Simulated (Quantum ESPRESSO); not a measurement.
## Wannier-interpolated electron–phonon scattering in TaN (Fm-3m)

The plan: phonons and Wannier functions of TaN (Fm-3m), and, if the interpolated phonons are stable, its coupling and resistivity.

Method: DFT PBE, scalar-relativistic, plane waves, PseudoDojo 0.4.1 norm-conserving pseudopotentials, in Quantum ESPRESSO 7.5.

## Step 1: The starting structure

The structure is cubic, space group Fm-3m (No. 225). The conventional cell has a = 4.358 Å, b = 4.358 Å, c = 4.358 Å, α = 90.00°, β = 90.00°, γ = 90.00°. Ta has 6 N at 2.18 Å nearest. Nearest to N lie 6 Ta at 2.18 Å. Farther neighbours, and contacts between anions beyond the nearest, are not listed.

## Step 2: Relaxation

The cell is relaxed under the functional used for all that follows.

The input, relax.in:

```
 &control
    calculation='vc-relax',
    prefix='x',
    outdir='./tmp',
    pseudo_dir='./pseudo',
    tprnfor=.true.,
    tstress=.true.,
    etot_conv_thr=1.0d-05,
    forc_conv_thr=4.0d-04,
 /
 &system
    ibrav=0,
    nat=2,
    ntyp=2,
    ecutwfc=84.0,
    occupations='smearing',
    smearing='mv',
    degauss=0.02,
 /
 &electrons
    conv_thr=1.0d-11,
 /
 &ions
 /
 &cell
    press_conv_thr=0.4,
 /
ATOMIC_SPECIES
 Ta    180.9479  Ta.upf
 N      14.0070  N.upf
CELL_PARAMETERS angstrom
     0.000000000    2.179000000    2.179000000
     2.179000000    0.000000000    2.179000000
     2.179000000    2.179000000    0.000000000
ATOMIC_POSITIONS crystal
 Ta     0.500000000   0.500000000   0.500000000
 N      0.000000000   0.000000000   0.000000000
K_POINTS automatic
 9 9 9 0 0 0
```

Launch:

```console
$ OMP_NUM_THREADS=1 mpirun -n 8 pw.x -nk 8 -in relax.in > relax.out
```

Log:

```text
Program PWSCF v.7.5

     This program is part of the open-source Quantum ESPRESSO suite
     for quantum simulation of materials; please cite
         "P. Giannozzi et al., J. Phys.:Condens. Matter 21 395502 (2009);
         "P. Giannozzi et al., J. Phys.:Condens. Matter 29 465901 (2017);
         "P. Giannozzi et al., J. Chem. Phys. 152 154105 (2020);
     in publications or presentations arising from this work. More details at

     Message from routine setup:
     using ibrav=0 with symmetry is DISCOURAGED, use correct ibrav instead

     G-vector sticks info
     --------------------
     sticks:   dense  smooth     PW     G-vecs:    dense   smooth      PW
     Sum         769     769    241                14361    14361    2445

     Using Slab Decomposition

     bravais-lattice index     =            0
     lattice parameter (alat)  =       5.8233  a.u.
     unit-cell volume          =     139.6363 (a.u.)^3
     number of atoms/cell      =            2
     number of atomic types    =            2
     number of electrons       =        18.00
     number of Kohn-Sham states=           13
     kinetic-energy cutoff     =      84.0000  Ry
     charge density cutoff     =     336.0000  Ry
     scf convergence threshold =      1.0E-11
     mixing beta               =       0.7000
     number of iterations used =            8  plain     mixing
     energy convergence thresh.=      1.0E-05
     force convergence thresh. =      4.0E-04
     press convergence thresh. =      4.0E-01
     Exchange-correlation= PBE
                           (   1   4   3   4   0   0   0)
     nstep                     =           50

     celldm(1)=   5.823326  celldm(2)=   0.000000  celldm(3)=   0.000000
     celldm(4)=   0.000000  celldm(5)=   0.000000  celldm(6)=   0.000000

     crystal axes: (cart. coord. in units of alat)
               a(1) = (   0.000000   0.707107   0.707107 )
               a(2) = (   0.707107   0.000000   0.707107 )
               a(3) = (   0.707107   0.707107   0.000000 )
[...]
estimated scf accuracy    <       1.00182311 Ry
     estimated scf accuracy    <       0.00230078 Ry
     estimated scf accuracy    <       0.00142234 Ry
     estimated scf accuracy    <       0.00009668 Ry
     estimated scf accuracy    <       0.00002623 Ry
     estimated scf accuracy    <       0.00000295 Ry
     estimated scf accuracy    <       0.00000017 Ry
     estimated scf accuracy    <       0.00000005 Ry
     estimated scf accuracy    <          6.3E-11 Ry
     estimated scf accuracy    <          2.7E-09 Ry
     estimated scf accuracy    <          6.6E-10 Ry
     estimated scf accuracy    <          1.7E-09 Ry
     estimated scf accuracy    <          1.3E-09 Ry
     estimated scf accuracy    <          7.8E-10 Ry
     estimated scf accuracy    <          2.6E-10 Ry
     estimated scf accuracy    <          2.2E-10 Ry
     estimated scf accuracy    <          1.0E-11 Ry
     estimated scf accuracy    <          2.9E-11 Ry
     estimated scf accuracy    <          1.2E-12 Ry
     estimated scf accuracy    <          8.3E-13 Ry
     the Fermi energy is    21.1726 ev
!    total energy              =    -151.08001430 Ry
     estimated scf accuracy    <          2.6E-14 Ry
     convergence has been achieved in  22 iterations
          total   stress  (Ry/bohr**3)                   (kbar)     P=        0.49
   JOB DONE.
```

Wall time 30 s (8 MPI ranks of Arm Neoverse N1, shared host); 4 min of CPU time.

Numbers from this step:

* free energy: -2055.5483 eV
* pressure: 0.04900 GPa
* volume per atom: 10.76 Å³/atom
* n steps: 5

The volume ends at 10.76 Å³ an atom, +4.0 % from the start.

## Step 3: Ground state

Linear response needs a tightly converged ground state.

The input, scf.in:

```
 &control
    calculation='scf',
    prefix='x',
    outdir='./tmp',
    pseudo_dir='./pseudo',
    tprnfor=.true.,
    tstress=.true.,
 /
 &system
    ibrav=0,
    nat=2,
    ntyp=2,
    ecutwfc=84.0,
    occupations='smearing',
    smearing='mv',
    degauss=0.02,
 /
 &electrons
    conv_thr=1.0d-12,
 /
ATOMIC_SPECIES
 Ta    180.9479  Ta.upf
 N      14.0070  N.upf
CELL_PARAMETERS angstrom
     0.000000000    2.207528400    2.207528400
     2.207528400    0.000000000    2.207528400
     2.207528400    2.207528400    0.000000000
ATOMIC_POSITIONS crystal
 Ta     0.500000000   0.500000000   0.500000000
 N      0.000000000   0.000000000   0.000000000
K_POINTS automatic
 9 9 9 0 0 0
```

Launch:

```console
$ OMP_NUM_THREADS=1 mpirun -n 8 pw.x -nk 8 -in scf.in > scf.out
```

Log:

```text
[banner, memory and clock lines left out]
[...]
number of Kohn-Sham states=           13
     number of k points=    35  Marzari-Vanderbilt smearing, width (Ry)=  0.0200
     estimated scf accuracy    <       0.48818969 Ry
     estimated scf accuracy    <       1.01183757 Ry
     estimated scf accuracy    <       0.00281760 Ry
     estimated scf accuracy    <       0.00163820 Ry
     estimated scf accuracy    <       0.00019340 Ry
     estimated scf accuracy    <       0.00002600 Ry
     estimated scf accuracy    <       0.00001084 Ry
     estimated scf accuracy    <       0.00000926 Ry
     estimated scf accuracy    <       0.00000628 Ry
     estimated scf accuracy    <       0.00000003 Ry
     estimated scf accuracy    <       0.00000001 Ry
     estimated scf accuracy    <          4.5E-09 Ry
     estimated scf accuracy    <          8.7E-10 Ry
     estimated scf accuracy    <          2.7E-10 Ry
     estimated scf accuracy    <          7.1E-10 Ry
     estimated scf accuracy    <          3.4E-10 Ry
     estimated scf accuracy    <          2.0E-11 Ry
     the Fermi energy is    21.1726 ev
!    total energy              =    -151.08001430 Ry
     estimated scf accuracy    <          8.1E-13 Ry
     convergence has been achieved in  18 iterations
          total   stress  (Ry/bohr**3)                   (kbar)     P=        0.49
```

Run time: 8.7 s. Hardware: 8 MPI ranks.

This step gave:

- Fermi energy: 21.17 eV

The Fermi level lies at 21.17 eV and the pressure is 0.049 GPa.

(Continued in part 2 of 2.)

[Long decimals in the printed logs are rounded to 6 places.]

[The logs of pw.x and epw.x are selected lines.]

[Logs are printed without paths, hosts, clocks, repeated set-up lines and the standing remarks that a program may print on its own settings, such as how far it seeks lower states.]

[Hosts, paths, dates, database ids (printed as entryN), source tags and the programs' standing remarks are cut or masked in the printed files.]

[Where an α²F curve comes without its own λ, its integral differs from the program's λ by over 10 % or holds noise near zero frequency.]
